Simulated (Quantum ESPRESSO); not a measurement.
# Ni(111) under a row of overlayers, part 6 of 17

Wanted: work-function changes of Ni(111) along a row of adsorbates.

Quantum ESPRESSO 7.5; plane-wave DFT, PBE, GBRV ultrasoft pseudopotentials.

So far. Step 6 (Relaxation with pw.x, F overlayer): The relaxation lowers the energy by 6 meV an atom. On the free atoms the largest force ends at 0.004 eV/Å. Step 7 (Ground state, F overlayer, with startingpot = atomic): From atomic densities this run did not converge under open boundaries; a start from the density of a periodic run is one way round.

### Step 9. SCF with pw.x, F overlayer

The run with open boundaries is repeated, now from the density of the periodic run.

File F.esm.in:

```
&control
  prefix = 'F.esm'
  outdir = './out'
  pseudo_dir = './pseudo'
  calculation = 'scf'
  tprnfor = .true.
/
&system
  ibrav = 0
  nat = 6
  ntyp = 2
  ecutwfc = 40
  ecutrho = 200
  occupations = 'smearing'
  smearing = 'mv'
  degauss = 0.02
  assume_isolated = 'esm'
  esm_bc = 'bc1'
  nspin = 2
  starting_magnetization(1) = 0.12
/
&electrons
  conv_thr = 1e-07
  mixing_beta = 0.4
  electron_maxstep = 120
  mixing_mode = 'local-TF'
  startingpot = 'file'
/
ATOMIC_SPECIES
  Ni  58.6934  ni_pbe_v1.4.uspp.F.UPF
  F   18.9984  f_pbe_v1.4.uspp.F.UPF
CELL_PARAMETERS angstrom
  2.48901586977665 0.00000000000000 0.00000000000000
  1.24450793488832 2.15555097364920 0.00000000000000
  0.00000000000000 0.00000000000000 27.12909179018993
ATOMIC_POSITIONS crystal
  Ni  0.666666666700 0.666666666700 -0.181793480900
  Ni  0.000000000000 0.000000000000 -0.106882276200
  Ni  0.333333333300 0.333333333300 -0.031971071500
  Ni  0.666666666700 0.666666666700 0.043201603600
  Ni  0.000000000000 0.000000000000 0.117370569800
  F   0.000000000000 0.000000000000 0.181793480900
K_POINTS automatic
  12 12 1 0 0 0
```

On the command line:

```bash
> cp -r out/F.esm.pre.save out/F.esm.save
> OMP_NUM_THREADS=1 mpirun -n 8 pw.x -nk 8 -in F.esm.in > F.esm.out
```

Log:

```text
[banner, memory and clock lines left out]
Program PWSCF v.7.5 starts
[citation notice left out]

[...]
Message from routine setup:
[...]
bravais-lattice index     =            0
     lattice parameter (alat)  =       4.7036  a.u.
     unit-cell volume          =     982.2405 (a.u.)^3
     number of atoms/cell      =            6
     number of atomic types    =            2
     number of electrons       =        97.00
     number of Kohn-Sham states=           59
     kinetic-energy cutoff     =      40.0000  Ry
     charge density cutoff     =     200.0000  Ry
     scf convergence threshold =      1.0E-07
     mixing beta               =       0.4000
     number of iterations used =            8  local-TF  mixing
     Exchange-correlation=  SLA  PW   PBX  PBC
                           (   1   4   3   4   0   0   0)

     Effective Screening Medium Method
     Boundary Conditions: Vacuum-Slab-Vacuum
     total charge in unit cell        =   0.0000
     grid points for fit at edges     =        4

[...]
PseudoPot. # 1 for Ni read from file:
     ./pseudo/ni_pbe_v1.4.uspp.F.UPF
     Pseudo is Ultrasoft + core correction, Zval = 18.0
     Generated by new atomic code, or converted to UPF format
     Using radial grid of  865 points,  6 beta functions with:
                l(1) =   0
                l(2) =   0
                l(3) =   1
                l(4) =   1
                l(5) =   2
                l(6) =   2
     Q(r) pseudized with 10 coefficients,  rinner =    0.980   0.980   0.980
                                                       0.980   0.980

     PseudoPot. # 2 for F  read from file:
     ./pseudo/f_pbe_v1.4.uspp.F.UPF
     Pseudo is Ultrasoft, Zval =  7.0
     Generated by new atomic code, or converted to UPF format
     Using radial grid of  799 points,  4 beta functions with:
                l(1) =   0
                l(2) =   0
                l(3) =   1
                l(4) =   1
     Q(r) pseudized with  8 coefficients,  rinner =    0.950   0.950   0.950

     atomic species   valence    mass     pseudopotential
     Ni               18.00    58.69340     Ni( 1.00)
     F                 7.00    18.99840     F ( 1.00)

     Starting magnetic structure
     atomic species   magnetization
     Ni              0.120
     F               0.000

      6 Sym. Ops. (no inversion) found

[...]
number of k points=    19  Marzari-Vanderbilt smearing, width (Ry)=  0.0200
[...]
Dense  grid:    46995 G-vectors     FFT dimensions: (  24,  24, 240)

     Smooth grid:    33687 G-vectors     FFT dimensions: (  20,  20, 216)

     Check: negative core charge=   -0.000014
     Generating pointlists ...
     new r_m :   0.2896 (alat units)  1.3624 (a.u.) for type    1
     new r_m :   0.2896 (alat units)  1.3624 (a.u.) for type    2

     The initial density is read from file :
     ./out/F.esm.save/charge-density

     negative rho (up, down):  4.017E-04 3.335E-04
     Starting wfcs are   69 randomized atomic wfcs

     per-process dynamical memory:    74.5 Mb

     Self-consistent Calculation

     iteration #  1     ecut=    40.00 Ry     beta= 0.40
     Davidson diagonalization with overlap
     c_bands:  5 eigenvalues not converged
     c_bands:  5 eigenvalues not converged
     c_bands:  2 eigenvalues not converged
     c_bands:  3 eigenvalues not converged
     c_bands:  5 eigenvalues not converged
     ethr =  1.00E-05,  avg # of iterations = 33.6

     negative rho (up, down):  1.694E-03 1.755E-03

     total energy              =   -1764.25825977 Ry
     estimated scf accuracy    <      37.05831954 Ry

     total magnetization       =    -2.73 Bohr mag/cell
     absolute magnetization    =     3.30 Bohr mag/cell

     iteration #  2     ecut=    40.00 Ry     beta= 0.40
[...]
negative rho (up, down):  2.549E-03 2.631E-03

[...]
total energy              =   -1764.62791799 Ry
     estimated scf accuracy    <      20.40668139 Ry

     total magnetization       =    -2.88 Bohr mag/cell
     absolute magnetization    =     3.47 Bohr mag/cell

     iteration #  3     ecut=    40.00 Ry     beta= 0.40
[...]
negative rho (up, down):  2.834E-03 2.885E-03

[...]
total energy              =   -1764.86148798 Ry
     estimated scf accuracy    <       6.16628272 Ry

     total magnetization       =    -3.48 Bohr mag/cell
     absolute magnetization    =     4.00 Bohr mag/cell

     iteration #  4     ecut=    40.00 Ry     beta= 0.40
[...]
negative rho (up, down):  3.405E-03 3.508E-03

[...]
total energy              =   -1764.86472491 Ry
     estimated scf accuracy    <       2.09689203 Ry

     total magnetization       =    -3.74 Bohr mag/cell
     absolute magnetization    =     4.26 Bohr mag/cell

     iteration #  5     ecut=    40.00 Ry     beta= 0.40
[...]
negative rho (up, down):  3.777E-03 3.906E-03

[...]
total energy              =   -1764.86184696 Ry
     estimated scf accuracy    <       0.87291916 Ry

     total magnetization       =    -4.00 Bohr mag/cell
     absolute magnetization    =     4.51 Bohr mag/cell

     iteration #  6     ecut=    40.00 Ry     beta= 0.40
[...]
negative rho (up, down):  3.699E-03 3.847E-03

[...]
total energy              =   -1764.86519811 Ry
     estimated scf accuracy    <       0.10829207 Ry

     total magnetization       =    -4.10 Bohr mag/cell
     absolute magnetization    =     4.61 Bohr mag/cell

[...]
iteration # 39     ecut=    40.00 Ry     beta= 0.40
[...]
negative rho (up, down):  4.059E-04 3.425E-04

[...]
total energy              =   -1764.86871278 Ry
     estimated scf accuracy    <       0.00000024 Ry

     total magnetization       =    -4.21 Bohr mag/cell
     absolute magnetization    =     4.77 Bohr mag/cell

     iteration # 40     ecut=    40.00 Ry     beta= 0.40
[...]
negative rho (up, down):  4.000E-04 3.365E-04

[...]
total energy              =   -1764.86872618 Ry
     estimated scf accuracy    <       0.00000109 Ry

     total magnetization       =    -4.21 Bohr mag/cell
     absolute magnetization    =     4.77 Bohr mag/cell

     iteration # 41     ecut=    40.00 Ry     beta= 0.40
[...]
negative rho (up, down):  3.976E-04 3.340E-04

[...]
total energy              =   -1764.86873730 Ry
     estimated scf accuracy    <       0.00000095 Ry

     total magnetization       =    -4.21 Bohr mag/cell
     absolute magnetization    =     4.77 Bohr mag/cell

     iteration # 42     ecut=    40.00 Ry     beta= 0.40
[...]
negative rho (up, down):  3.932E-04 3.296E-04

     Magnetic moment per site  (integrated on atomic sphere of radius R)
     atom   1 (R=0.290)  charge= 14.7787  magn= -0.7303
     atom   2 (R=0.290)  charge= 14.7724  magn= -0.7313
     atom   3 (R=0.290)  charge= 14.7734  magn= -0.6995
     atom   4 (R=0.290)  charge= 14.7708  magn= -0.6923
     atom   5 (R=0.290)  charge= 14.7517  magn= -1.0612
     atom   6 (R=0.290)  charge=  5.8584  magn= -0.3457

[...]
End of self-consistent calculation

 ------ SPIN UP ------------

          k = 0.0000 0.0000 0.0000 (  4243 PWs)   bands (ev):

  -110.1247-110.0344-110.0171-109.9996-109.7466 -70.6642 -70.5094 -70.4402
   -70.3932 -70.3932 -70.3567 -70.3426 -70.3426 -70.3322 -70.3322 -70.3148
   -70.3148 -70.1117 -70.1117 -70.0651 -29.2083 -16.0714 -15.1572 -13.7758
   -12.4054 -11.7594 -11.5977  -9.1334  -9.1274  -8.9524  -8.9524  -8.8699
    -8.8699  -8.8578  -8.8221  -8.8221  -8.7278  -8.7278  -8.5497  -8.5497
    -8.4497  -8.4380  -8.4380  -7.8384  -7.8384  -7.7209  -7.7209  -7.4045
    -7.4045  -7.2857  -7.0936  -7.0936  -6.7565  -6.7565  -2.5608  -1.8042
    -1.1959   0.5483   1.6445

          k = 0.0000 0.0962 0.0000 (  4225 PWs)   bands (ev):

  -110.1232-110.0327-110.0154-109.9984-109.7451 -70.6619 -70.5066 -70.4411
   -70.4035 -70.3961 -70.3620 -70.3524 -70.3457 -70.3398 -70.3352 -70.3256
   -70.3171 -70.1230 -70.1145 -70.0638 -29.1477 -15.8329 -14.9298 -13.5654
   -12.2148 -11.5889 -11.5387  -9.2890  -9.2348  -9.1304  -9.0205  -8.9207
    -8.8715  -8.8467  -8.8125  -8.7691  -8.7267  -8.7086  -8.6435  -8.5728
    -8.4808  -8.4141  -8.3950  -7.9413  -7.8970  -7.8455  -7.7067  -7.6086
    -7.4043  -7.1503  -7.0899  -6.7732  -6.7500  -6.1992  -2.3495  -1.6681
    -0.9771   0.7352   1.8469

[...]
the Fermi energy is    -7.2094 ev

!    total energy              =   -1764.86874577 Ry
     estimated scf accuracy    <       0.00000005 Ry
     smearing contrib. (-TS)   =       0.00052220 Ry
     internal energy E=F+TS    =   -1764.86926796 Ry

     The total energy is F=E-TS. E is the sum of the following terms:
     one-electron contribution =   41557.80793804 Ry
     hartree contribution      =  -20801.90457596 Ry
     xc contribution           =    -186.96299264 Ry
     ewald contribution        =  -22333.80963741 Ry

     total magnetization       =    -4.21 Bohr mag/cell
     absolute magnetization    =     4.77 Bohr mag/cell

     convergence has been achieved in  42 iterations

     negative rho (up, down):  3.932E-04 3.296E-04

     Forces acting on atoms (cartesian axes, Ry/au):

     atom    1 type  1   force =     0.00000000    0.00000000    0.00677424
     atom    2 type  1   force =     0.00000000    0.00000000   -0.00566222
     atom    3 type  1   force =     0.00000000    0.00000000   -0.00223908
     atom    4 type  1   force =     0.00000000    0.00000000   -0.00094141
     atom    5 type  1   force =     0.00000000    0.00000000    0.00079720
     atom    6 type  2   force =     0.00000000    0.00000000   -0.00084642

     Total force =     0.009231     Total SCF correction =     0.003280
     SCF correction compared to forces is large: reduce conv_thr to get better values

[...]
```

It took 1.7 min on 8 MPI ranks of AMD EPYC 7R43, shared host; peak memory 1.1 GiB.

Read from the output:

```
free energy                                                    : -24012.2626 eV
Fermi energy                                                   : -7.209 eV
magnetization                                                  : -4.21 μB
site moments                                                   : -0.7303, -0.7313, -0.6995, -0.6923, -1.061, -0.3457 μB
vacuum line at the lower end of the cell, over the Fermi level : 5.051 eV
vacuum line at the upper end of the cell, over the Fermi level : 9.368 eV
```

The potential energy, planar mean oscillates, so the rows of the table below give means over windows of 2.04 Å about each position, cut where the curve ends. Its maxima inside the range that stand out by 2 % of the span (Å: eV): -4.0: -0.304, -1.9: -0.395, 0.1: -0.326, 2.1: -0.641, 4.3: 2.48. Its minima: -5.0: -25.2, -2.9: -25.3, -0.9: -25.3, 1.1: -25.2, 3.2: -25.5, 4.9: -5.83.

Electrostatic potential energy of an electron; zero at the Fermi level. The potential energy, planar mean by z; means over each step:

z (Å), potential energy, planar mean (eV) and a bar from the least value:
```
   -12.54        5.1 ########################
   -10.50        5.1 ########################
    -8.46        5.0 ########################
    -6.42        2.3 ####################
    -4.38      -10.9 
    -2.34      -11.0 
    -0.30      -10.9 
     1.74      -11.2 
     3.78       -9.6 ##
     5.82        5.3 ########################
     7.86        9.4 ##############################
     9.90        9.4 ##############################
    11.94        9.4 ##############################
```

The covered face stands at 9.37 eV against 5.05 eV when clean.

Inside the slab this potential holds the local part of the pseudopotentials, which can be repulsive at the nuclei; only its value in the vacuum has a meaning of its own.

[end of part 6 of 17]

[Logs are printed without paths, hosts, clocks, repeated set-up lines and the standing remarks that a program may print on its own settings, such as how far it seeks lower states.]

[Hosts, paths, dates, database ids (printed as entryN), source tags and the programs' standing remarks are cut or masked in the printed files.]

[Maps of the electrostatic potential energy from Ansatz leave out the sawtooth potential of an applied field or a dipole correction, so their vacuum need not be flat; planar profiles and work functions include it.]
